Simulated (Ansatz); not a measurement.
# What BPd3C (built on the sites of a database entry of AlPt3C) distorts into, part 2 of 2

Aim: this structure of BPd3C (built on the sites of a database entry of AlPt3C) is to be tested for unstable modes, and one is followed downhill.

Ansatz 0.2.0; DFT PBEsol, scalar-relativistic, plane waves, PAW.

So far, highest frequency on the path or at a solved wavevector (cm⁻¹): step 2 (response at finite wavevector) 712. Also lowest frequency on the path (cm⁻¹): step 2 -295.

The structure was built from a prototype and need not be the compound's stable phase.

## 6. Relaxing from the distorted cell

Starting from the lowest point found, all atoms and the cell are let go, so that strain and other modes of the same symmetry can join in.

File input.yaml:

```yaml
crystal:
  lattice:
    - [4.0038716247, 0.0, 0.0]
    - [0.0, 4.0038716247, 0.0]
    - [0.0, 0.0, 8.0077432494]
  atoms:
    - { symbol: B, position: [0.1357425051, -0.0634860591, 0.5] }
    - { symbol: B, position: [-0.1357425051, 0.0634860591, 0.0] }
    - { symbol: Pd, position: [0.0, 0.5, 0.25] }
    - { symbol: Pd, position: [0.0, 0.5, 0.75] }
    - { symbol: Pd, position: [0.5, 0.0, 0.25] }
    - { symbol: Pd, position: [0.5, 0.0, 0.75] }
    - { symbol: Pd, position: [0.5104020457, 0.4951350177, 0.0] }
    - { symbol: Pd, position: [0.4895979543, 0.5048649823, 0.5] }
    - { symbol: C, position: [0.5, 0.5, 0.25] }
    - { symbol: C, position: [0.5, 0.5, 0.75] }
kpoints:
  mp_grid: { grid: [8, 8, 4] }
hamiltonian:
  xc: pbesol
scf:
  occupations: { method: methfessel_paxton, width: 0.15 }
output:
  forces: true
  stress: true
  eigenvalues: true
relax:
  adjacent_minimum: "off"
  f_tol: 0.002
  max_steps: 120
  cell: { stress_tol: 0.03 }
```

Run with:

```bash
$ ansatz run input.yaml --threads 8 --pin off --max-ram 14336MiB --backend cpu --events-out ev --progress --plain --runs-dir out
```

Numbers of over 12 decimals in the logs are rounded to 6 here.

What it wrote:

```text
[...]
Crystal: 10 atoms, lattice volume = 128.372 Å³
Basis set: ecut = 420 eV, 2475 PW (Γ), exchange–correlation on 54×54×108 points (8 copies of the dense FFT grid, shifted against one another)
Bands: 74, of which v1, the nominal top of the filled ones, is band 61 counted from 1 (60 counted from 0)
Symmetry: 4 space group operations
[...]
k-points: 102 of 256
[...]
SCF iter   1: F=—  HF=-42230.496423 eV  |F-HF|=—  |Δ(HF+E_count)|=         —  Δρ=1.35e-2  dr2=3.28e-1  ethr=1.77e-3  ⟨swp⟩=5.2  Hψ=27287  notcnv=0
[...]
SCF iter   7: F=-42230.414286 eV  HF=-42230.414286 eV  |F-HF|=4.05e-8  |Δ(HF+E_count)|=   1.50e-7  S|Δr|=    0.00e0  Δρ=6.96e-6  dr2=8.69e-8  ethr=8.20e-11  ⟨swp⟩=7.7  Hψ=30038  notcnv=0
SCF 1 converged in 7 iterations: F = -42230.414286 eV  dr2 = 8.69e-8
[...]
relax step   1: F+E_penalty+E_count = -42230.41428586 eV  Δ(F+E_penalty+E_count) = +0.000e0 eV  max|allowed force component| = 9.946e-1 eV/Å  Δτ_max = 0.0000 Å  P = +3.419 GPa  Ω = 128.372 Å³  (7 SCF iters, dr2 threshold 1.00e-7 eV, accepted)
Crystal: 10 atoms, lattice volume = 132.287 Å³
Basis set: ecut = 420 eV, 2587 PW (Γ), exchange–correlation on 54×54×108 points (8 copies of the dense FFT grid, shifted against one another)
[...]
iter 1 solved again at ethr=1.22e-4 eV; its pass at ethr=3.10e-3 eV (dr2=1.48e-1 eV) is discarded
[...]
SCF iter   7: F=-42230.981528 eV  HF=-42230.981528 eV  |F-HF|=4.85e-8  |Δ(HF+E_count)|=   1.34e-7  S|Δr|=    0.00e0  Δρ=8.36e-6  dr2=1.41e-7  ethr=8.20e-10  ⟨swp⟩=5.2  Hψ=25345  notcnv=0
SCF 2 converged in 7 iterations: F = -42230.981528 eV  dr2 = 1.41e-7
relax step   2: F+E_penalty+E_count = -42230.98152791 eV  Δ(F+E_penalty+E_count) = -5.672e-1 eV  max|allowed force component| = 1.024e0 eV/Å  Δτ_max = 0.1953 Å  P = -0.283 GPa  Ω = 132.287 Å³  energy of the carried Pulay correction = -3.788e-3 eV  (7 SCF iters, dr2 threshold 1.00e-6 eV, accepted)
Crystal: 10 atoms, lattice volume = 134.578 Å³
Basis set: ecut = 420 eV, 2605 PW (Γ), exchange–correlation on 54×54×108 points (8 copies of the dense FFT grid, shifted against one another)
[...]
SCF iter   7: F=-42231.528234 eV  HF=-42231.528234 eV  |F-HF|=1.20e-7  |Δ(HF+E_count)|=   2.73e-7  S|Δr|=    0.00e0  Δρ=1.09e-5  dr2=2.37e-7  ethr=8.20e-10  ⟨swp⟩=5.1  Hψ=26454  notcnv=0
SCF 3 converged in 7 iterations: F = -42231.528234 eV  dr2 = 2.37e-7
relax step   3: F+E_penalty+E_count = -42231.52823387 eV  Δ(F+E_penalty+E_count) = -5.467e-1 eV  max|allowed force component| = 7.421e-1 eV/Å  Δτ_max = 0.1950 Å  P = -0.625 GPa  Ω = 134.578 Å³  energy of the carried Pulay correction = -5.952e-3 eV  (7 SCF iters, dr2 threshold 1.00e-6 eV, accepted)
[... from here on, the SCF cycles and remarks between the steps are left out ...]
relax step   4: F+E_penalty+E_count = -42232.06906264 eV  Δ(F+E_penalty+E_count) = -5.408e-1 eV  max|allowed force component| = 6.894e-1 eV/Å  Δτ_max = 0.2000 Å  P = +0.040 GPa  Ω = 136.295 Å³  energy of the carried Pulay correction = -7.548e-3 eV  (6 SCF iters, dr2 threshold 1.00e-6 eV, accepted)
relax step   5: F+E_penalty+E_count = -42232.12581636 eV  Δ(F+E_penalty+E_count) = -5.675e-2 eV  max|allowed force component| = 7.792e-1 eV/Å  Δτ_max = 0.1968 Å  P = +0.600 GPa  Ω = 138.515 Å³  energy of the carried Pulay correction = -9.584e-3 eV  (7 SCF iters, dr2 threshold 1.00e-6 eV, accepted)
relax step   6: F+E_penalty+E_count = -42232.35238068 eV  Δ(F+E_penalty+E_count) = -2.266e-1 eV  max|allowed force component| = 4.112e-1 eV/Å  Δτ_max = 0.2000 Å  P = -2.027 GPa  Ω = 138.670 Å³  energy of the carried Pulay correction = -9.725e-3 eV  (7 SCF iters, dr2 threshold 1.00e-6 eV, accepted)
relax step   7: F+E_penalty+E_count = -42232.43118287 eV  Δ(F+E_penalty+E_count) = -7.880e-2 eV  max|allowed force component| = 8.144e-2 eV/Å  Δτ_max = 0.1736 Å  P = +0.622 GPa  Ω = 135.317 Å³  energy of the carried Pulay correction = -6.642e-3 eV  (7 SCF iters, dr2 threshold 1.00e-6 eV, accepted)
relax step   8: F+E_penalty+E_count = -42232.45099480 eV  Δ(F+E_penalty+E_count) = -1.981e-2 eV  max|allowed force component| = 2.463e-1 eV/Å  Δτ_max = 0.1034 Å  P = +0.011 GPa  Ω = 134.844 Å³  energy of the carried Pulay correction = -6.200e-3 eV  (6 SCF iters, dr2 threshold 1.00e-6 eV, accepted)
relax step   9: F+E_penalty+E_count = -42232.44686621 eV  Δ(F+E_penalty+E_count) = +4.129e-3 eV  max|allowed force component| = 2.227e-1 eV/Å  Δτ_max = 0.1507 Å  P = +0.376 GPa  Ω = 133.366 Å³  energy of the carried Pulay correction = -4.812e-3 eV  (7 SCF iters, dr2 threshold 1.00e-6 eV, rejected (line search))
relax step  10: F+E_penalty+E_count = -42232.47084854 eV  Δ(F+E_penalty+E_count) = -1.985e-2 eV  max|allowed force component| = 3.789e-2 eV/Å  Δτ_max = 0.0754 Å  P = -0.067 GPa  Ω = 134.234 Å³  energy of the carried Pulay correction = -5.629e-3 eV  (9 SCF iters, accepted)
relax step  11: F+E_penalty+E_count = -42232.47320995 eV  Δ(F+E_penalty+E_count) = -2.361e-3 eV  max|allowed force component| = 1.597e-2 eV/Å  Δτ_max = 0.0248 Å  P = -0.058 GPa  Ω = 134.098 Å³  energy of the carried Pulay correction = -5.501e-3 eV  (6 SCF iters, dr2 threshold 2.87e-7 eV, accepted)
relax step  12: F+E_penalty+E_count = -42232.47326609 eV  Δ(F+E_penalty+E_count) = -5.615e-5 eV  max|allowed force component| = 2.053e-2 eV/Å  Δτ_max = 0.0138 Å  P = -0.157 GPa  Ω = 134.082 Å³  energy of the carried Pulay correction = -5.486e-3 eV  (5 SCF iters, dr2 threshold 8.87e-8 eV, accepted)
relax step  13: F+E_penalty+E_count = -42232.47360576 eV  Δ(F+E_penalty+E_count) = -3.397e-4 eV  max|allowed force component| = 1.737e-2 eV/Å  Δτ_max = 0.0047 Å  P = +0.261 GPa  Ω = 133.753 Å³  energy of the carried Pulay correction = -5.176e-3 eV  (5 SCF iters, dr2 threshold 2.30e-7 eV, accepted)
relax step  14: F+E_penalty+E_count = -42232.47362027 eV  Δ(F+E_penalty+E_count) = -1.451e-5 eV  max|allowed force component| = 1.834e-3 eV/Å  Δτ_max = 0.0044 Å  P = -0.010 GPa  Ω = 133.973 Å³  energy of the carried Pulay correction = -5.384e-3 eV  (5 SCF iters, dr2 threshold 2.80e-7 eV, accepted)
relax step  15: F+E_penalty+E_count = -42232.53276519 eV  Δ(F+E_penalty+E_count) = -5.914e-2 eV  max|allowed force component| = 5.115e-3 eV/Å  Δτ_max = 0.0000 Å  P = +0.694 GPa  Ω = 133.973 Å³  stress off target by 1.90e0 GPa  SCF on the basis re-selected at this cell (its energy is not comparable with the rows above)  (8 SCF iters)
relax step  16: F+E_penalty+E_count = -42232.55056726 eV  Δ(F+E_penalty+E_count) = -1.780e-2 eV  max|allowed force component| = 2.293e-2 eV/Å  Δτ_max = 0.0525 Å  P = +0.060 GPa  Ω = 134.173 Å³  energy of the carried Pulay correction = -2.094e-4 eV  (6 SCF iters, dr2 threshold 1.00e-6 eV, accepted)
relax step  17: F+E_penalty+E_count = -42232.55421829 eV  Δ(F+E_penalty+E_count) = -3.651e-3 eV  max|allowed force component| = 1.759e-2 eV/Å  Δτ_max = 0.0321 Å  P = +0.180 GPa  Ω = 134.133 Å³  energy of the carried Pulay correction = -1.577e-4 eV  (6 SCF iters, dr2 threshold 1.00e-6 eV, accepted)
relax step  18: F+E_penalty+E_count = -42232.55470000 eV  Δ(F+E_penalty+E_count) = -4.817e-4 eV  max|allowed force component| = 1.095e-2 eV/Å  Δτ_max = 0.0080 Å  P = -0.054 GPa  Ω = 134.290 Å³  energy of the carried Pulay correction = -3.081e-4 eV  (5 SCF iters, dr2 threshold 4.88e-7 eV, accepted)
relax step  19: F+E_penalty+E_count = -42232.55476216 eV  Δ(F+E_penalty+E_count) = -6.216e-5 eV  max|allowed force component| = 3.410e-3 eV/Å  Δτ_max = 0.0012 Å  P = +0.002 GPa  Ω = 134.245 Å³  energy of the carried Pulay correction = -2.663e-4 eV  (5 SCF iters, dr2 threshold 1.14e-8 eV, accepted)
relax step  20: F+E_penalty+E_count = -42232.55475654 eV  Δ(F+E_penalty+E_count) = +5.622e-6 eV  max|allowed force component| = 2.005e-3 eV/Å  Δτ_max = 0.0017 Å  P = +0.009 GPa  Ω = 134.252 Å³  energy of the carried Pulay correction = -2.732e-4 eV  (5 SCF iters, dr2 threshold 7.27e-10 eV, accepted)
relax step  21: F+E_penalty+E_count = -42232.55475840 eV  Δ(F+E_penalty+E_count) = -1.860e-6 eV  max|allowed force component| = 1.928e-4 eV/Å  Δτ_max = 0.0006 Å  P = +0.000 GPa  Ω = 134.252 Å³  energy of the carried Pulay correction = -2.730e-4 eV  (5 SCF iters, dr2 threshold 2.51e-10 eV, accepted)
relax step  22: F+E_penalty+E_count = -42232.55558565 eV  Δ(F+E_penalty+E_count) = -8.273e-4 eV  max|allowed force component| = 4.138e-4 eV/Å  Δτ_max = 0.0000 Å  P = +0.006 GPa  Ω = 134.252 Å³  stress off target by 4.19e-2 GPa  SCF on the basis re-selected at this cell (its energy is not comparable with the rows above)  (6 SCF iters)
relax step  23: F+E_penalty+E_count = -42232.55560419 eV  Δ(F+E_penalty+E_count) = -1.854e-5 eV  max|allowed force component| = 3.808e-4 eV/Å  Δτ_max = 0.0023 Å  P = +0.001 GPa  Ω = 134.254 Å³  energy of the carried Pulay correction = -9.304e-7 eV  (6 SCF iters, dr2 threshold 4.39e-9 eV, accepted)
[...]
SCF iter   4: F=-42232.555591 eV  HF=-42232.555591 eV  |F-HF|=7.28e-12  |Δ(HF+E_count)|=  3.64e-11  S|Δr|=    0.00e0  Δρ=1.00e-7  dr2=6.48e-12  ethr=1.00e-12  ⟨swp⟩=3.0  Hψ=25346  notcnv=0
SCF 24 converged in 4 iterations: F = -42232.555591 eV  dr2 = 6.48e-12
relax step  24: F+E_penalty+E_count = -42232.55559093 eV  Δ(F+E_penalty+E_count) = +1.326e-5 eV  max|allowed force component| = 3.968e-4 eV/Å  Δτ_max = 0.0000 Å  P = +0.001 GPa  Ω = 134.254 Å³  stress off target by 3.53e-3 GPa  SCF on the basis re-selected at this cell (its energy is not comparable with the rows above)  (4 SCF iters)
basis re-selected at this cell: Δ(F+E_penalty+E_count) = +1.326e-5 eV, ΔP = +0.000 GPa vs the last step (what re-selecting the basis moved, of the pressure what is left beyond the Pulay correction that the steps carried, after the strain that the cell walked since its last selection, with what the two solves' SCF thresholds leave and, on support functions, any second-order correction that the steps lacked; it is no m [...]
SCF converged after 4 iterations
[...]
Free energy (F): -42232.555591 eV
[...]
Internal energy: -42232.555642 eV  (E = F + TS)
E sigma→0 (E₀):  -42232.555604 eV
Entropy (-TS):   0.000051 eV (0.005 meV/atom)
Fermi energy:    15.206620 eV
[...]
--- Forces (eV/Å), atoms counted from 1 ---
  atom   1  B      0.00007193    -0.00039681     0.00000000
  atom   2  B     -0.00007193     0.00039681     0.00000000
  atom   3  Pd     0.00000000     0.00000000    -0.00000000
  atom   4  Pd     0.00000000     0.00000000     0.00000000
  atom   5  Pd     0.00000000    -0.00000000     0.00000000
  atom   6  Pd     0.00000000    -0.00000000     0.00000000
  atom   7  Pd     0.00005731    -0.00008269     0.00000000
  atom   8  Pd    -0.00005731     0.00008269     0.00000000
  atom   9  C     -0.00000000     0.00000000     0.00000000
  atom  10  C     -0.00000000     0.00000000     0.00000000
  max |Σ_I F_I| component: 4.07e-20 eV/Å
--- Stress (GPa, compression-positive) ---
        0.003442      -0.000674      -0.000000
       -0.000674      -0.001396       0.000000
       -0.000000       0.000000       0.000491
  P = ⅓ Tr σ = 0.0008 GPa (0.008 kbar)
--- Band table (eV; the first three rows and the last of 102) ---
  k-point 0: bands = [... 57 lower, 13.4445, 13.6298, 13.8966, 14.5438, 14.6211, 15.2006, 16.2836, 16.4541, ... 9 higher]
  k-point 1: bands = [... 57 lower, 13.6399, 13.6659, 13.9737, 14.5603, 14.6114, 15.3971, 16.0109, 16.5125, ... 9 higher]
  k-point 2: bands = [... 57 lower, 13.6763, 13.9472, 13.9472, 14.6311, 14.6311, 15.6520, 15.6520, 16.8545, ... 9 higher]
  k-point 101: bands = [... 57 lower, 13.2659, 14.3818, 14.3818, 15.7757, 15.7757, 16.1788, 16.1788, 17.1080, ... 9 higher]
--- Relaxed structure (21 steps of the walk, 20 accepted, 3 SCFs on fresh bases) ---
  F+E_penalty+E_count = -42232.55559093 eV   max|allowed force component| = 3.968e-4 eV/Å   (the final SCF, on the basis selected at the relaxed cell)
  cell:  # Å, volume = 134.2542 Å³
    - [4.245314, -0.501881, 0.0]
    - [-0.501881, 4.158206, 0.0]
    - [0.0, 0.0, 7.715310]
  atoms:
    - { symbol: B, position: [0.226635, -0.162616, 0.5] }
    - { symbol: B, position: [-0.226635, 0.162616, 0] }
    - { symbol: Pd, position: [-6.938893903907228e-18, 0.5, 0.25] }
    - { symbol: Pd, position: [-6.938893903907228e-18, 0.5, 0.75] }
    - { symbol: Pd, position: [0.500000, -6.938893903907228e-18, 0.25] }
    - { symbol: Pd, position: [0.500000, -6.938893903907228e-18, 0.75] }
    - { symbol: Pd, position: [0.629054, 0.634888, 0] }
    - { symbol: Pd, position: [0.370946, 0.365112, 0.5] }
    - { symbol: C, position: [0.500000, 0.5, 0.25] }
    - { symbol: C, position: [0.500000, 0.5, 0.75] }
```

Elapsed: 2.7 min, on 8 threads of Arm Neoverse V2, shared host; peak memory 1.2 GiB; 21 min of CPU time.

Relaxation path (22 of 24):

| step | energy less that of the first step (eV) | largest force component (eV/Å) | pressure (GPa) | volume (Å³) |
| --- | --- | --- | --- | --- |
| 1 | 0.0000 | 0.9946 | 3.42 | 128.37 |
| 2 | -0.5672 | 1.0239 | -0.28 | 132.29 |
| 3 | -1.1139 | 0.7421 | -0.62 | 134.58 |
| 4 | -1.6548 | 0.6894 | 0.04 | 136.29 |
| 5 | -1.7115 | 0.7792 | 0.60 | 138.52 |
| 6 | -1.9381 | 0.4112 | -2.03 | 138.67 |
| 8 | -2.0367 | 0.2463 | 0.01 | 134.84 |
| 9 | -2.0326 | 0.2227 | 0.38 | 133.37 |
| 10 | -2.0566 | 0.0379 | -0.07 | 134.23 |
| 11 | -2.0589 | 0.0160 | -0.06 | 134.10 |
| 12 | -2.0590 | 0.0205 | -0.16 | 134.08 |
| 13 | -2.0593 | 0.0174 | 0.26 | 133.75 |
| 14 | -2.0593 | 0.0018 | -0.01 | 133.97 |
| 15* | -2.1185 | 0.0051 | 0.69 | 133.97 |
| 16 | -2.1363 | 0.0229 | 0.06 | 134.17 |
| 17 | -2.1399 | 0.0176 | 0.18 | 134.13 |
| 19 | -2.1405 | 0.0034 | 0.00 | 134.25 |
| 20 | -2.1405 | 0.0020 | 0.01 | 134.25 |
| 21 | -2.1405 | 0.0002 | 0.00 | 134.25 |
| 22* | -2.1413 | 0.0004 | 0.01 | 134.25 |
| 23 | -2.1413 | 0.0004 | 0.00 | 134.25 |
| 24* | -2.1413 | 0.0004 | 0.00 | 134.25 |

Relaxation steps marked * repeat the geometry before them on a plane-wave basis chosen anew for their cell, so energy and pressure can jump there. Other such steps can lie between the rows shown. Relaxation step 9 was tried and not accepted.

The run keeps the 4 symmetry operations that it works with, so distortions that break them were not tested.

| cell as run | before | after | change |
| --- | --- | --- | --- |
| a (Å) | 4.004 | 4.275 | +6.8 % |
| b (Å) | 4.004 | 4.188 | +4.6 % |
| c (Å) | 8.008 | 7.715 | -3.7 % |
| γ (°) | 90.00 | 103.62 | +15.1 % |
| volume (Å³/atom) | 12.84 | 13.43 | +4.6 % |

The atoms that moved most (Å, as changes of fractional coordinates times the final cell):

| atom | dx | dy | dz | length |
| --- | --- | --- | --- | --- |
| Pd7 | 0.434 | 0.522 | 0.000 | 0.678 |
| Pd8 | -0.434 | -0.522 | 0.000 | 0.678 |
| B1 | 0.436 | -0.458 | 0.000 | 0.632 |
| B2 | -0.436 | 0.458 | 0.000 | 0.632 |

Final coordinates:

```cif
data_structure
_symmetry_space_group_name_H-M 'P 1'
_symmetry_Int_Tables_number 1
_cell_length_a 4.2749
_cell_length_b 4.1884
_cell_length_c 7.7153
_cell_angle_alpha 90.000
_cell_angle_beta 90.000
_cell_angle_gamma 103.624
_cell_volume 134.25
loop_
_atom_site_label
_atom_site_type_symbol
_atom_site_fract_x
_atom_site_fract_y
_atom_site_fract_z
_atom_site_occupancy
B1 B 0.22664 0.83738 0.50000 1
B2 B 0.77336 0.16262 0.00000 1
Pd3 Pd 0.00000 0.50000 0.25000 1
Pd4 Pd 0.00000 0.50000 0.75000 1
Pd5 Pd 0.50000 0.00000 0.25000 1
Pd6 Pd 0.50000 0.00000 0.75000 1
Pd7 Pd 0.62905 0.63489 0.00000 1
Pd8 Pd 0.37095 0.36511 0.50000 1
C9 C 0.50000 0.50000 0.25000 1
C10 C 0.50000 0.50000 0.75000 1
```

Numbers from this step:

```
pressure        : 8.46e-4 GPa
volume per atom : 13.43 Å³
```

The distorted start has space group P2_1/m; the relaxation ends in P2_1/m.

## 7. The phases reached

The phases reached along the modes that were followed are set side by side.

Energies are those of the first relaxation, on the mesh of the frozen mode; space group, volume and gap are those of the last relaxation. Phases, by row:

| mode frozen in | space group | energy from parent (meV/atom) | volume (Å³/atom) | gap on mesh (eV) | lowest zone-centre optical mode (cm⁻¹) | largest shift (Å) |
| --- | --- | --- | --- | --- | --- | --- |
| parent | Pm-3m | 0 | 12.84 | 0 | – | – |
| q = (0, 0, 0), 295i cm⁻¹ | P4mm | -298.4 | 13.9 | 0 | 28.8 | 0.963 |
| q = (0, 0, 0), 295i cm⁻¹ | R3m | -230.2 | 13.98 | 0 | -67.2 | 0.846 |
| q = (0, 0, 0), 295i cm⁻¹ | Amm2 | -493.6 | 13.23 | 0 | 58.7 | 0.924 |
| q = (0, 0, -0.5), 281i cm⁻¹ | Cmcm | -229.3 | 13.57 | 0 | – | 1.522 |
| q = (0, 0, -0.5), 281i cm⁻¹ | P4/mmm | -284.5 | 14.11 | 0 | -111.1 | 1.974 |
| q = (0, 0, -0.5), 281i cm⁻¹ | P2_1/m | -307.6 | 13.43 | 0 | – | 1.309 |

## 8. Outcome

| Property | Result |
| --- | --- |
| unstable mode of the parent | q = (0, 0, -0.5), 280i cm⁻¹ |
| depth at the lowest point sampled | 93.5 meV/atom |
| largest atomic shift at that point | 0.6 Å |
| space group reached (within 0.01 Å) | P2_1/m |
| energy gained over the parent (first relaxation, on the mesh of the frozen mode) | 308 meV/atom |
| volume per atom, phase reached | 13.4 Å³ |

In words: Along this mode the structure falls into P2_1/m, 308 meV/atom below the parent. At the parent's cell the well is 93.54 meV/atom deep on the steps tried, with its lowest point at a shift of 0.6 Å. That is the last step tried, so the steps alone don't bracket the bottom of the well. Relaxing atoms and cell changes the gain by +214.11 meV/atom against the lowest step (energies at zero smearing). Most of the total comes from this relaxation. The modes of the phase reached were not computed on this path. Of the 6 patterns followed to their end from this parent, this one ends 186 meV/atom above the lowest, Amm2. Each path keeps the symmetry of its pattern, so a lower phase may lie along a pattern not tried. The q mesh stands for a supercell only 8.0 Å across, so branches between the solved wavevectors are rough. With no gap, or one that is small against the smearing, the frequencies hang on the k mesh and the smearing, most of all near Kohn anomalies. The phonon runs are without spin polarisation, although the cell has an odd electron count. A phonon run warned that its eigensolver left some bands unconverged in a pass. The starting cell was built on a prototype and not taken from a measurement, so the phase need not exist.

[Logs are printed without paths, hosts, clocks, repeated set-up lines and the standing remarks that a program may print on its own settings, such as how far it seeks lower states.]

[Hosts, paths, dates, database ids (printed as entryN), source tags and the programs' standing remarks are cut or masked in the printed files.]
